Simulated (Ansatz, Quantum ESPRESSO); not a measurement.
# SF6 (Im-3m): Raman and infrared activity, part 2 of 3

Aim: Raman and infrared lines of SF6 (Im-3m).

Quantum ESPRESSO 8.0 development, patched; DFT LDA, scalar-relativistic, plane waves, PseudoDojo norm-conserving pseudopotentials.

So far. Step 2 (A probe with smearing): A gap of 6.1 eV opens on this mesh, so the crystal is taken as an insulator; the start stands at -2.6 GPa. Step 4 (Ground state): The cell stands at -0.013 GPa, close enough for phonons. The relaxed cell has a = 5.628 Å (conventional setting).

**5. Zone-centre response**

At q = 0 one unit cell holds all displacements; symmetry groups them into irreducible representations that are solved one by one. The response to a field gives ε∞ and the Born charges, which polar modes need. Third-order response adds the Raman tensors.

Input file ph.in:

```
phonons
&inputph
   prefix = 'x'
   outdir = './tmp'
   fildyn = 'g.dyn'
   tr2_ph = 1.0d-18
   epsil = .true.
   lraman = .true.
   elop = .true.
/
0.000000000000 0.000000000000 0.000000000000
```

Command:

```
OMP_NUM_THREADS=1 mpirun -n 16 ph.x -nk 16 -in ph.in > ph.out
```

Log:

```text
[banners, grids, parts of the stress and lines that vanish by symmetry left out]
[banner, memory and clock lines left out]
Program PHONON v.8.0dev

[...]
(   1q-points):
[...]
Exchange-correlation= PW
                           (   1   4   0   0   0   0   0)
[...]
kinetic-energy cut-off    =      84.0000  Ry
     charge density cut-off    =     336.0000  Ry
     convergence threshold     =      1.0E-18
[...]
Exchange-correlation= PW
                           (   1   4   0   0   0   0   0)
[...]
q = (   0.0000000   0.0000000   0.0000000 )
     49 Sym.Ops. (with q -> -q+G )
     G cutoff =  962.5963  (  62543 G-vectors)     FFT grid: ( 54, 54, 54)
     number of k points=    29
[...]
Mode symmetry, O_h (m-3m)  point group:
[...]
Dielectric constant
[...]
End of electric fields calculation
          Dielectric constant in cartesian axis
          (       1.852118814      -0.000000000       0.000000000 )
          (      -0.000000000       1.852118814      -0.000000000 )
          (       0.000000000      -0.000000000       1.852118814 )
          Effective charges (d Force / dE) in cartesian axis without acoustic sum rule applied (asr)
           atom    1  S     Mean Z*:        4.04714
      Ex  (        4.04714        0.00000       -0.00000 )
      Ey  (        0.00000        4.04714        0.00000 )
      Ez  (       -0.00000        0.00000        4.04714 )
           atom    2  F     Mean Z*:       -0.67446
      Ex  (       -0.46636        0.00000       -0.00000 )
      Ey  (        0.00000       -0.46636        0.00000 )
      Ez  (       -0.00000        0.00000       -1.09064 )
           atom    3  F     Mean Z*:       -0.67446
      Ex  (       -0.46636        0.00000       -0.00000 )
      Ey  (        0.00000       -0.46636        0.00000 )
      Ez  (       -0.00000        0.00000       -1.09064 )
           atom    4  F     Mean Z*:       -0.67446
      Ex  (       -1.09064        0.00000       -0.00000 )
      Ey  (        0.00000       -0.46636        0.00000 )
      Ez  (       -0.00000        0.00000       -0.46636 )
           atom    5  F     Mean Z*:       -0.67446
      Ex  (       -1.09064        0.00000       -0.00000 )
      Ey  (        0.00000       -0.46636        0.00000 )
      Ez  (       -0.00000        0.00000       -0.46636 )
           atom    6  F     Mean Z*:       -0.67446
      Ex  (       -0.46636        0.00000       -0.00000 )
      Ey  (        0.00000       -1.09064        0.00000 )
      Ez  (       -0.00000        0.00000       -0.46636 )
           atom    7  F     Mean Z*:       -0.67446
      Ex  (       -0.46636        0.00000       -0.00000 )
      Ey  (        0.00000       -1.09064        0.00000 )
      Ez  (       -0.00000        0.00000       -0.46636 )
          Effective charges Sum: Mean:        0.00040
[...]
Effective charges (d Force / dE) in cartesian axis with asr applied:
           atom    1  S     Mean Z*:        4.04708
[...]
atom    2  F     Mean Z*:       -0.67451
[...]
atom    3  F     Mean Z*:       -0.67451
[...]
atom    4  F     Mean Z*:       -0.67451
[...]
atom    5  F     Mean Z*:       -0.67451
[...]
atom    6  F     Mean Z*:       -0.67451
[...]
atom    7  F     Mean Z*:       -0.67451
[...]
Dielectric constant from finite-differences
          (       1.852040284       0.000000000      -0.000000000 )
          (       0.000000000       1.852040284       0.000000000 )
          (      -0.000000000       0.000000000       1.852040284 )
[...]
(      -0.000000000       0.000000000      -0.000000000 )
          (       0.000000000       0.000000000       0.000000000 )
          (      -0.000000000       0.000000000      -0.000000000 )
          (      -0.000000000       0.000000000       0.000000000 )
          (      -0.000000000      -0.000000000      -0.000000000 )
          (      -0.000000000       0.000000000      -0.000000000 )
          (      -0.000000000       0.000000000      -0.000000000 )
          (      -0.000000000       0.000000000      -0.000000000 )
[...]
(      -0.000000000       0.294051248      -0.000000000 )
          (      -0.000000000      -0.000000000       0.093382791 )
          (       0.000000000      -0.000000000       0.000000000 )
          (      -0.000000000       0.000000000       0.054316591 )
          (       0.000000000       0.054316591       0.000000000 )
[...]
Representation #   1 mode #   1
[...]
End of self-consistent calculation
     Convergence has been achieved
     Representation #   2 modes #   2   3
[...]
End of self-consistent calculation
     Convergence has been achieved
     Representation #   3 modes #   4   5   6
[...]
End of self-consistent calculation
     Convergence has been achieved
     Representation #   4 modes #   7   8   9
[...]
End of self-consistent calculation
     Convergence has been achieved
     Representation #   5 modes #  10  11  12
[...]
End of self-consistent calculation
     Convergence has been achieved
     Representation #   6 modes #  13  14  15
[...]
End of self-consistent calculation
     Convergence has been achieved
     Representation #   7 modes #  16  17  18
[...]
End of self-consistent calculation
     Convergence has been achieved
     Representation #   8 modes #  19  20  21
[...]
End of self-consistent calculation
     Convergence has been achieved
[...]
Dielectric constant in cartesian axis
          (       1.852118814      -0.000000000       0.000000000 )
          (      -0.000000000       1.852118814      -0.000000000 )
          (       0.000000000      -0.000000000       1.852118814 )
          Effective charges (d Force / dE) in cartesian axis without acoustic sum rule applied (asr)
           atom    1  S     Mean Z*:        4.04714
      Ex  (        4.04714        0.00000       -0.00000 )
      Ey  (        0.00000        4.04714        0.00000 )
      Ez  (       -0.00000        0.00000        4.04714 )
           atom    2  F     Mean Z*:       -0.67446
      Ex  (       -0.46636        0.00000       -0.00000 )
      Ey  (        0.00000       -0.46636        0.00000 )
      Ez  (       -0.00000        0.00000       -1.09064 )
           atom    3  F     Mean Z*:       -0.67446
      Ex  (       -0.46636        0.00000       -0.00000 )
      Ey  (        0.00000       -0.46636        0.00000 )
      Ez  (       -0.00000        0.00000       -1.09064 )
           atom    4  F     Mean Z*:       -0.67446
      Ex  (       -1.09064        0.00000       -0.00000 )
      Ey  (        0.00000       -0.46636        0.00000 )
      Ez  (       -0.00000        0.00000       -0.46636 )
           atom    5  F     Mean Z*:       -0.67446
      Ex  (       -1.09064        0.00000       -0.00000 )
      Ey  (        0.00000       -0.46636        0.00000 )
      Ez  (       -0.00000        0.00000       -0.46636 )
           atom    6  F     Mean Z*:       -0.67446
      Ex  (       -0.46636        0.00000       -0.00000 )
      Ey  (        0.00000       -1.09064        0.00000 )
      Ez  (       -0.00000        0.00000       -0.46636 )
           atom    7  F     Mean Z*:       -0.67446
      Ex  (       -0.46636        0.00000       -0.00000 )
      Ey  (        0.00000       -1.09064        0.00000 )
      Ez  (       -0.00000        0.00000       -0.46636 )
          Effective charges Sum: Mean:        0.00040
[...]
Effective charges (d Force / dE) in cartesian axis with asr applied:
           atom    1  S     Mean Z*:        4.04708
[...]
atom    2  F     Mean Z*:       -0.67451
[...]
atom    3  F     Mean Z*:       -0.67451
[...]
atom    4  F     Mean Z*:       -0.67451
[...]
atom    5  F     Mean Z*:       -0.67451
[...]
atom    6  F     Mean Z*:       -0.67451
[...]
atom    7  F     Mean Z*:       -0.67451
[...]
q = (    0.000000000   0.000000000   0.000000000 )
[...]
freq (    1) =      -1.247632 [THz] =     -41.616531 [cm-1]
     freq (    2) =      -1.247632 [THz] =     -41.616531 [cm-1]
     freq (    3) =      -1.247632 [THz] =     -41.616531 [cm-1]
     freq (    4) =       0.043246 [THz] =       1.442530 [cm-1]
     freq (    5) =       0.043246 [THz] =       1.442530 [cm-1]
     freq (    6) =       0.043246 [THz] =       1.442530 [cm-1]
     freq (    7) =       9.822132 [THz] =     327.631041 [cm-1]
     freq (    8) =       9.822132 [THz] =     327.631041 [cm-1]
     freq (    9) =       9.822132 [THz] =     327.631041 [cm-1]
     freq (   10) =      14.928480 [THz] =     497.960480 [cm-1]
     freq (   11) =      14.928480 [THz] =     497.960480 [cm-1]
     freq (   12) =      14.928480 [THz] =     497.960480 [cm-1]
     freq (   13) =      17.388927 [THz] =     580.032169 [cm-1]
     freq (   14) =      17.388927 [THz] =     580.032169 [cm-1]
     freq (   15) =      17.388927 [THz] =     580.032169 [cm-1]
     freq (   16) =      18.844925 [THz] =     628.599048 [cm-1]
     freq (   17) =      18.844925 [THz] =     628.599048 [cm-1]
     freq (   18) =      22.569378 [THz] =     752.833407 [cm-1]
     freq (   19) =      26.150183 [THz] =     872.276206 [cm-1]
     freq (   20) =      26.150183 [THz] =     872.276206 [cm-1]
     freq (   21) =      26.150183 [THz] =     872.276206 [cm-1]
[...]
Mode symmetry, O_h (m-3m)  point group:
     freq (   1-   3) =        -41.6  [cm-1]   --> T_1g G_15' G_4+
     freq (   4-   6) =          1.4  [cm-1]   --> T_1u G_15  G_4- I
     freq (   7-   9) =        327.6  [cm-1]   --> T_2u G_25  G_5-
     freq (  10-  12) =        498.0  [cm-1]   --> T_2g G_25' G_5+ R
     freq (  13-  15) =        580.0  [cm-1]   --> T_1u G_15  G_4- I
     freq (  16-  17) =        628.6  [cm-1]   --> E_g  G_12  G_3+ R
     freq (  18-  18) =        752.8  [cm-1]   --> A_1g G_1   G_1+ R
     freq (  19-  21) =        872.3  [cm-1]   --> T_1u G_15  G_4- I
```

It took 13 min on 16 MPI ranks of Intel Xeon 6975P-C (Granite Rapids), shared host.

This step gave:

| Quantity | Value |
| --- | --- |
| miss of the charge sum rule | 4.20e-4 e |
| largest acoustic frequency at the zone centre before the sum rule | 1.44 cm⁻¹ |
| highest optical zone-centre mode (no LO-TO term) | 872.3 cm⁻¹ |
| lowest optical zone-centre mode | -41.62 cm⁻¹ |
| mean high-frequency dielectric constant | 1.852 |
| largest Born charge in size (third of the trace) | 4.047 e |

Born charge (rows field, columns displacement), before the sum rule (e), principal values of the symmetric part by kind of site:

| atom | atoms with these values | low | middle | high | mean |
| --- | --- | --- | --- | --- | --- |
| S1 | 1 | 4.05 | 4.05 | 4.05 | 4.05 |
| F2 | 6 | -1.09 | -0.47 | -0.47 | -0.67 |

In full for F2:

```
-0.47  0.00  0.00
 0.00 -0.47  0.00
 0.00  0.00 -1.09
```

High-frequency dielectric tensor:

```
1.85 0.00 0.00
0.00 1.85 0.00
0.00 0.00 1.85
```

The acoustic modes at Γ come out as far as 1.4 cm⁻¹ from zero, where they should vanish, a small numerical error; the Born charges miss their sum rule by 4.2e-4 e, which is good. The lowest optical mode is imaginary, 42i cm⁻¹, an instability at this level and on this k mesh.

**6. Zone-centre analysis**

A rigid shift of the crystal must cost nothing, but grids and finite bases break this; the acoustic sum rule is imposed before the matrix is diagonalised again. With Born charges the intensities follow; a static dielectric tensor has no meaning with imaginary modes.

Input file dynmat.in:

```
&input
   fildyn = 'g.dyn'
   asr = 'crystal'
   fileig = 'dynmat.eig'
   lperm = .true.
/
```

Command:

```
dynmat.x -in dynmat.in > dynmat.out
```

Log:

```text
[banner, memory and clock lines left out]
Program DYNMAT v.8.0dev

     Reading Dynamical Matrix from file g.dyn
     ...Force constants read
     ...epsilon and Z* read
     ...Raman cross sections read
     Acoustic Sum Rule: || Z*(ASR) - Z*(orig)|| =    2.616977E-04
     Acoustic Sum Rule: ||dyn(ASR) - dyn(orig)||=    9.309656E-06
     A direction for q was not specified:TO-LO splitting will be absent

     Polarizability (A^3 units)
     multiply by 0.778792 for Clausius-Mossotti correction (not under assume_isolated = 'mt')
         6.043112   -0.000000    0.000000
        -0.000000    6.043112   -0.000000
         0.000000   -0.000000    6.043112

     IR activities are in (D/A)^2/amu units
     Raman activities are in A^4/amu units
     multiply Raman by 0.367863 for Clausius-Mossotti correction (not under assume_isolated = 'mt')

# mode   [cm-1]    [THz]      IR          Raman   depol.fact
    1    -41.62   -1.2476    0.0000         0.0000    0.7046
    2    -41.62   -1.2476    0.0000         0.0000    0.7432
    3    -41.62   -1.2476    0.0000         0.0000    0.1091
    4     -0.00   -0.0000    0.0000         0.0000    0.5633
    5      0.00    0.0000    0.0000         0.0000    0.6681
    6      0.00    0.0000    0.0000         0.0000    0.4522
    7    327.63    9.8221    0.0000         0.0000    0.3201
    8    327.63    9.8221    0.0000         0.0000    0.2088
    9    327.63    9.8221    0.0000         0.0000    0.2608
   10    497.96   14.9285    0.0000         2.3429    0.7500
   11    497.96   14.9285    0.0000         2.3429    0.7500
   12    497.96   14.9285    0.0000         2.3429    0.7500
   13    580.03   17.3889    1.3570         0.0000    0.5164
   14    580.03   17.3889    1.3570         0.0000    0.1183
   15    580.03   17.3889    1.3570         0.0000    0.5126
   16    628.60   18.8449    0.0000         7.9943    0.7500
   17    628.60   18.8449    0.0000         7.9943    0.7500
   18    752.83   22.5694    0.0000        65.5666    0.0000
   19    872.28   26.1502   14.3756         0.0000    0.7197
   20    872.28   26.1502   14.3756         0.0000    0.4565
   21    872.28   26.1502   14.3756         0.0000    0.0170

Electronic dielectric permittivity tensor (relative, adimensional)
         1.852119   -0.000000    0.000000
        -0.000000    1.852119   -0.000000
         0.000000   -0.000000    1.852119

 ... with zone-center polar mode contributions
         2.400818   -0.000000    0.000000
        -0.000000    2.400818    0.000000
         0.000000    0.000000    2.400818

[end of the log left out, with the tail of the file of modes that dynmat.x writes under the same name]
```

The job ended after 0.64 s (1 thread).

Unit eigenvectors of the mass-weighted matrix after the sum rule; no LO-TO term. Modes at Γ, with each element's share of the kinetic energy (negative means imaginary):

| mode | frequency (cm⁻¹) | S % | F % |
| --- | --- | --- | --- |
| 1 | -41.6 | 0 | 100 |
| 2 | -41.6 | 0 | 100 |
| 3 | -41.6 | 0 | 100 |
| 4 | 0.0 | 22 | 78 |
| 5 | 0.0 | 22 | 78 |
| 6 | 0.0 | 22 | 78 |
| 7 | 327.6 | 0 | 100 |
| 8 | 327.6 | 0 | 100 |
| 9 | 327.6 | 0 | 100 |
| 10 | 498.0 | 0 | 100 |
| 11 | 498.0 | 0 | 100 |
| 12 | 498.0 | 0 | 100 |
| 13 | 580.0 | 18 | 82 |
| 14 | 580.0 | 18 | 82 |
| 15 | 580.0 | 18 | 82 |
| 16 | 628.6 | 0 | 100 |
| 17 | 628.6 | 0 | 100 |
| 18 | 752.8 | 0 | 100 |
| 19 | 872.3 | 60 | 40 |
| 20 | 872.3 | 60 | 40 |
| 21 | 872.3 | 60 | 40 |

Displacements in mode 2 (-41.6 cm⁻¹), the largest set to 1:
```
S1   0.00  0.00  0.00
F2   0.11  1.00  0.00
F3  -0.11 -1.00  0.00
F4   0.00  0.14  0.11
F5   0.00 -0.14 -0.11
F6   0.14  0.00 -1.00
F7  -0.14  0.00  1.00
```

Displacements in mode 7 (327.6 cm⁻¹), the largest set to 1:
```
S1   0.00  0.00  0.00
F2   0.01 -0.01  0.00
F3   0.01 -0.01  0.00
F4   0.00  0.01  1.00
F5   0.00  0.01  1.00
F6  -0.01  0.00 -1.00
F7  -0.01  0.00 -1.00
```

Degenerate modes summed, no LO-TO term; imaginary modes left out. Lines of the infrared spectrum (strongest = 100):

| position (cm⁻¹) | lines merged | IR intensity, relative |
| --- | --- | --- |
| 328 | 3 | 0.0 |
| 498 | 3 | 0.0 |
| 580 | 3 | 9.4 |
| 629 | 2 | 0.0 |
| 753 | 1 | 0.0 |
| 872 | 3 | 100 |

Degenerate modes summed; imaginary modes left out. Raman lines, with heights relative to the strongest:

| position (cm⁻¹) | lines merged | Raman activity, relative |
| --- | --- | --- |
| 328 | 3 | 0.0 |
| 498 | 3 | 11 |
| 580 | 3 | 0.0 |
| 629 | 2 | 24 |
| 753 | 1 | 100 |
| 872 | 3 | 0.0 |

The rule moves no optical mode by more than 0.1 cm⁻¹.

**7. Sum rules set otherwise: a sum rule for molecules or wires on a crystal**

This rule also removes rotations, which suits wires and not a crystal; it is tried to see the harm.

Input file dynmat.in:

```
&input
   fildyn = 'g.dyn'
   asr = 'one-dim'
   fileig = 'dynmat.eig'
   lperm = .true.
/
```

Command:

```
dynmat.x -in dynmat.in > dynmat.out
```

Log:

```text
[banner, memory and clock lines left out]
Program DYNMAT v.8.0dev

     Reading Dynamical Matrix from file g.dyn
     ...Force constants read
     ...epsilon and Z* read
     ...Raman cross sections read
asr rotation axis in 1D system=    3
     For the rotational sum rules    4 atoms are taken in another cell, next to their neighbours
     Acoustic Sum Rule: || Z*(ASR) - Z*(orig)|| =    2.616977E-04
     Acoustic Sum Rule: ||dyn(ASR) - dyn(orig)||=    2.490427E-03
     Message from routine dynmat:
     WARNING: the charges keep any dipole. Ignore the strengths of the modes set to zero; with q typed a rigid rotation may get a frequency
     A direction for q was not specified:TO-LO splitting will be absent

     Polarizability (A^3 units)
     multiply by 0.778792 for Clausius-Mossotti correction (not under assume_isolated = 'mt')
         6.043112   -0.000000    0.000000
        -0.000000    6.043112   -0.000000
         0.000000   -0.000000    6.043112

     IR activities are in (D/A)^2/amu units
     Raman activities are in A^4/amu units
     multiply Raman by 0.367863 for Clausius-Mossotti correction (not under assume_isolated = 'mt')

# mode   [cm-1]    [THz]      IR          Raman   depol.fact
    1    -41.62   -1.2476    0.0000         0.0000    0.6455
    2    -41.62   -1.2476    0.0000         0.0000    0.4778
    3     -0.00   -0.0000    0.0000         0.0000    0.4000
    4      0.00    0.0000    0.0000         0.0000    0.5433
    5      0.00    0.0000    0.0000         0.0000    0.7007
    6      0.00    0.0000    0.0000         0.0000    0.7295
    7    327.63    9.8221    0.0000         0.0000    0.4493
    8    327.63    9.8221    0.0000         0.0000    0.2285
    9    327.63    9.8221    0.0000         0.0000    0.7421
   10    497.96   14.9285    0.0000         2.3429    0.7500
   11    497.96   14.9285    0.0000         2.3429    0.7500
   12    497.96   14.9285    0.0000         2.3429    0.7500
   13    580.03   17.3889    1.3570         0.0000    0.1995
   14    580.03   17.3889    1.3570         0.0000    0.4971
   15    580.03   17.3889    1.3570         0.0000    0.5182
   16    628.60   18.8449    0.0000         7.9943    0.7500
   17    628.60   18.8449    0.0000         7.9943    0.7500
   18    752.83   22.5694    0.0000        65.5666    0.0000
   19    872.28   26.1502   14.3756         0.0000    0.2890
   20    872.28   26.1502   14.3756         0.0000    0.7031
   21    872.28   26.1502   14.3756         0.0000    0.3895

Electronic dielectric permittivity tensor (relative, adimensional)
         1.852119   -0.000000    0.000000
        -0.000000    1.852119   -0.000000
         0.000000   -0.000000    1.852119

 ... with zone-center polar mode contributions
         2.400818    0.000000   -0.000000
         0.000000    2.400818    0.000000
        -0.000000    0.000000    2.400818

[end of the log left out, with the tail of the file of modes that dynmat.x writes under the same name]
```

The job ended after 0.65 s (1 thread).

The run ended normally, but on settings that are not sound.

The fault: a sum rule for molecules or wires on a crystal; 1 optical mode is projected out to zero frequency, as if it were a rotation.

For a crystal the rule has to be 'simple' or 'crystal'.

Zone-centre frequencies as printed; negative means imaginary. Modes:

| mode | frequency (cm⁻¹) |
| --- | --- |
| 1 | -41.62 |
| 2 | -41.62 |
| 3 | 0 |
| 4 | 0 |
| 5 | 0 |
| 6 | 0 |
| 7 | 327.6 |
| 8 | 327.6 |
| 9 | 327.6 |
| 10 | 498 |
| 11 | 498 |
| 12 | 498 |
| 13 | 580 |
| 14 | 580 |
| 15 | 580 |
| 16 | 628.6 |
| 17 | 628.6 |
| 18 | 752.8 |
| 19 | 872.3 |
| 20 | 872.3 |
| 21 | 872.3 |

(Continued in part 3 of 3.)

[Host names and launcher messages were left out of these logs when they were recorded.]

[Logs are printed without paths, hosts, clocks, repeated set-up lines and the standing remarks that a program may print on its own settings, such as how far it seeks lower states.]

[Hosts, paths, dates, database ids (printed as entryN), source tags and the programs' standing remarks are cut or masked in the printed files.]
